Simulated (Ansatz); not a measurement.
# The perfect Ir wire along [100], 9 atoms a period, part 2 of 2

Wanted: the relaxed geometry and the bands of the Ir wire along [100], 9 atoms a period.

Ansatz 0.2.0; DFT PBE, plane waves, PAW; relaxation of a wire's period; PAW set soft_1 (the session's first sound run).

So far: The structure; The relaxed wire.

### Step 2. The relaxed wire (continued)

Relaxation path:

| step | energy less that of the first step (eV) | largest force component (eV/Å) | pressure (GPa) | volume (Å³) |
| --- | --- | --- | --- | --- |
| 1 | 0.0000 | 1.9666 | -7.98 | 440.60 |
| 2 | -1.6299 | 0.7147 | 1.03 | 423.67 |
| 3 | -1.9124 | 0.1558 | -0.08 | 407.76 |
| 4 | -1.9167 | 0.0343 | 0.03 | 406.09 |
| 5 | -1.9170 | 0.0044 | -0.05 | 406.12 |
| 6* | -1.9113 | 0.0048 | -0.04 | 406.12 |

Relaxation steps marked * repeat the geometry before them on a plane-wave basis chosen anew for their cell, so energy and pressure can jump there.

Forces are held to the 16 operations that the run works with; a distortion that breaks them can't arise in this run.

| cell as run | before | after | change |
| --- | --- | --- | --- |
| c (Å) | 3.870 | 3.567 | -7.8 % |

The atoms that moved most (Å, along periodic axes as changes of fractional coordinates times the final cell, across vacuum about the mean position):

| atom | dx | dy | dz | length |
| --- | --- | --- | --- | --- |
| Ir1 | 0.067 | 0.067 | 0.000 | 0.095 |
| Ir2 | 0.067 | -0.067 | 0.000 | 0.095 |
| Ir4 | -0.067 | 0.067 | 0.000 | 0.095 |
| Ir5 | -0.067 | -0.067 | 0.000 | 0.095 |
| Ir8 | 0.000 | 0.018 | 0.000 | 0.018 |
| Ir9 | 0.018 | 0.000 | 0.000 | 0.018 |
| Ir7 | 0.000 | -0.018 | 0.000 | 0.018 |
| Ir6 | -0.018 | 0.000 | 0.000 | 0.018 |

Numbers from this step:

```
energy at zero smearing    : -107415.9279 eV
cell length along the wire : 3.567 Å
```

The cell's length comes to 3.567 Å with spin left out.

### Step 3. The wire at its relaxed period

This step: DFT PBE, plane waves, PAW; bands of a perfect wire; PAW set soft_1 (Ansatz 0.2.0).

At the relaxed period the bands are computed along the axis; those that cross an energy going forward count the channels that a perfect wire would open there.

input.yaml

```yaml
crystal:
  lattice:
    - [10.67, 0.0, 0.0]
    - [0.0, 10.67, 0.0]
    - [0.0, 0.0, 3.5672268073]
  atoms:
    - { symbol: Ir, position: [0.32496634, 0.32496634, 0.0] }
    - { symbol: Ir, position: [0.32496634, 0.67503366, 0.0] }
    - { symbol: Ir, position: [0.5, 0.5, 0.0] }
    - { symbol: Ir, position: [0.67503366, 0.32496634, 0.0] }
    - { symbol: Ir, position: [0.67503366, 0.67503366, 0.0] }
    - { symbol: Ir, position: [0.316946699, 0.5, 0.5] }
    - { symbol: Ir, position: [0.5, 0.316946699, 0.5] }
    - { symbol: Ir, position: [0.5, 0.683053301, 0.5] }
    - { symbol: Ir, position: [0.683053301, 0.5, 0.5] }
kpoints:
  mp_grid: { grid: [1, 1, 23] }
  band_path: { path: ["Γ", Z], npoints: 90 }
scf:
  occupations: { method: fermi_dirac, width: 0.05 }
hamiltonian:
  xc: pbe
  pseudopotentials: { kind: paw, azcp: { folder: soft_1 } }
output:
  dos: { e_range: [-5, 4] }
  write_potential: true
  write_density: true
  volumetric_format: npy
```

Launch:

```sh
$ ansatz run input.yaml --threads 4 --pin off --max-ram 16384MiB --backend cpu --events-out ev --progress --plain --runs-dir out
```

Numbers of over 12 decimals in the logs are rounded to 6 here.

The program printed:

```text
[...]
Crystal: 9 atoms, lattice volume = 406.125 Å³
Basis set: ecut = 420 eV, 7903 PW (Γ)
Bands: 92, of which v1, the nominal top of the filled ones, is band 77 counted from 1 (76 counted from 0)
Symmetry: 16 space group operations
[...]
k-points: 12 of 23
[...]
SCF iter   1: F=—  HF=-107419.309085 eV  |F-HF|=—  |Δ(HF+E_count)|=         —  Δρ=3.73e-2  dr2=1.58e1  ethr=3.10e-3  ⟨swp⟩=7.9  Hψ=4690  notcnv=0  defer=2
[...]
SCF iter  11: F=-107415.986242 eV  HF=-107415.986242 eV  |F-HF|=1.55e-8  |Δ(HF+E_count)|=   1.16e-7  Δρ=2.14e-6  dr2=3.16e-8  ethr=6.54e-11  ⟨swp⟩=12.0  Hψ=3377  notcnv=0
SCF 1 converged in 11 iterations: F = -107415.986242 eV  dr2 = 3.16e-8
[...]
NSCF: frozen V_eff on 91 k-points
WARN: The output density's exchange-correlation potential varies sharply where the density is thin. Do not read a vacuum level from v_tot or v_xc, or from such a field of the output density. On a cell that repeats whose density bears no net charge and no dipole along the vacuum's axis use v_es (v_loc + v_h of the components); under efield.dipole_correction with no amplitude use v_es + v_field, which holds any externa [...]
SCF converged after 11 iterations
Free energy (F): -107415.986242 eV
[...]
Internal energy: -107415.868060 eV  (E = F + TS)
E sigma→0 (E₀):  -107415.927151 eV
Entropy (-TS):   -0.118182 eV (-13.131 meV/atom)
Fermi energy:    4.876362 eV
[...]
--- Band table (eV; the first three rows and the last of 12) ---
  k-point 0: bands = [... 73 lower, 4.4310, 4.4665, 4.8871, 4.8871, 5.0929, 5.1200, 5.1200, 5.1257, ... 11 higher]
  k-point 1: bands = [... 73 lower, 4.4888, 4.6599, 4.8643, 4.8643, 5.0909, 5.1277, 5.1342, 5.1342, ... 11 higher]
  k-point 2: bands = [... 73 lower, 4.5492, 4.8060, 4.8060, 5.0129, 5.0823, 5.1336, 5.1584, 5.1584, ... 11 higher]
  k-point 11: bands = [... 73 lower, 4.3372, 4.3372, 4.5168, 4.8690, 4.9320, 5.1305, 5.1305, 5.1860, ... 11 higher]
```

It took 31 s on 4 threads of Arm Neoverse V2, shared host; peak memory 1.9 GiB.

In the SCF lines HF is the Harris–Foulkes energy and dr2 the Hartree energy of the density residual, in eV; the loop may stop once dr2 is under the threshold and the program's other checks hold. Hψ counts applications of the Hamiltonian.

This step gave:

```
energy at zero smearing : -107415.9272 eV
band gap                : 0 eV
```

Electronic bands along the path, in eV, zero at the Fermi level:

| point | band 73 | band 74 | band 75 | band 76 | band 77 | band 78 | band 79 | band 80 |
| --- | --- | --- | --- | --- | --- | --- | --- | --- |
| Γ | -0.67 | -0.45 | -0.41 | 0.01 | 0.01 | 0.22 | 0.24 | 0.24 |
| halfway | -0.61 | -0.61 | -0.23 | -0.16 | 0.02 | 0.04 | 0.18 | 0.18 |
| Z | -0.55 | -0.54 | -0.54 | -0.38 | -0.03 | 0.09 | 0.25 | 0.25 |

Between Γ and Z the bands cross the Fermi level 6 times, so a perfect wire would conduct at least 6 G₀, with spin left out.

### Step 4. Outcome

| Item | Value |
| --- | --- |
| cell length, PBE | 3.567 Å |
| ballistic conductance by band crossings, a lower bound, PBE | 6 G₀ |

What this shows: Under PBE the cell's length is 3.57 Å, and the bands cross the Fermi level 6 times between Γ and Z, which gives a perfect wire at least 6 G₀ (opposite crossings within one step of the path cancel in such a count). No spin was allowed, though thin wires with open d shells can turn magnetic. Spin-orbit coupling is left out, which matters for the bands of heavy atoms.

[Logs are printed without paths, hosts, clocks, repeated set-up lines and the standing remarks that a program may print on its own settings, such as how far it seeks lower states.]

[Hosts, paths, dates, database ids (printed as entryN), source tags and the programs' standing remarks are cut or masked in the printed files.]
